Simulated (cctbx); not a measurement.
# Al5Pd2 across an absorption edge

Space group P6_3/mmc (no. 194), a = 7.9660 Å, b = 7.9660 Å, c = 8.0190 Å, α = 90.00°, β = 90.00°, γ = 120.00°.

```csv
atom,mult.,x,y,z,Ueq (Å²)
Pd1,6,0.8714,0.7429,3/4,0.0139
Pd2,2,2/3,1/3,1/4,0.0204
Al1,12,0.1957,0.8043,0.5580,0.0285
Al2,6,0.5281,0.0561,3/4,0.0174
Al3,2,0,0,1/2,0.0298
```

This is a model crystal, built by substitution and not relaxed, with assumed displacement parameters.

Calculated with cctbx: free-atom f′ and f″ from the Sasaki tables, no fine structure; amplitudes in electrons.

| E (eV) | F 1 2 0 | F 0 2 2 | F 0 0 2 | F 1 2 1 |
| --- | --- | --- | --- | --- |
| 23750 | 39.8 | 40.6 | 253.1 | 14.0 |
| 24100 | 37.6 | 38.2 | 246.9 | 13.2 |
| 24230 | 35.8 | 36.1 | 241.5 | 12.5 |
| 24290 | 34.0 | 34.1 | 236.4 | 11.8 |
| 24320 | 32.2 | 32.2 | 231.4 | 11.1 |
| 24335 | 30.5 | 30.3 | 226.5 | 10.4 |
| 24342 | 29.1 | 28.7 | 222.2 | 9.8 |
| 24346 | 27.5 | 26.9 | 217.7 | 9.2 |
| 24354 | 26.6 | 26.3 | 211.9 | 9.0 |
| 24358 | 29.4 | 29.3 | 220.3 | 10.0 |
| 24365 | 31.4 | 31.5 | 226.3 | 10.8 |
| 24380 | 33.4 | 33.6 | 232.3 | 11.6 |
| 24410 | 35.3 | 35.7 | 237.9 | 12.3 |
| 24500 | 37.7 | 38.4 | 245.2 | 13.3 |
| 24750 | 40.3 | 41.3 | 253.1 | 14.3 |

**Question.** Which edge is crossed, and why do the reflections move as they do?

The K edge of Pd. The edge is at 24350 eV. f′ of Pd falls from -4.7 e at 24230 eV to -7.8 e at 4 eV below it, and f″ steps from 0.55 to 3.63 e across it. Over that approach |F| changes by -23 % (1 2 0), -25 % (0 2 2), -10 % (0 0 2) and -26 % (1 2 1): a reflection falls where Pd scatters in phase with the total and rises where it scatters against it; it hardly moves where the Pd term is small or cancels by symmetry. Above the edge the larger f″ enters the imaginary part, where it can add to or cancel the other atoms' f″. The structure is centrosymmetric, so Friedel mates stay equal.

[Logs are printed without paths, hosts, clocks, repeated set-up lines and the standing remarks that a program may print on its own settings, such as how far it seeks lower states.]
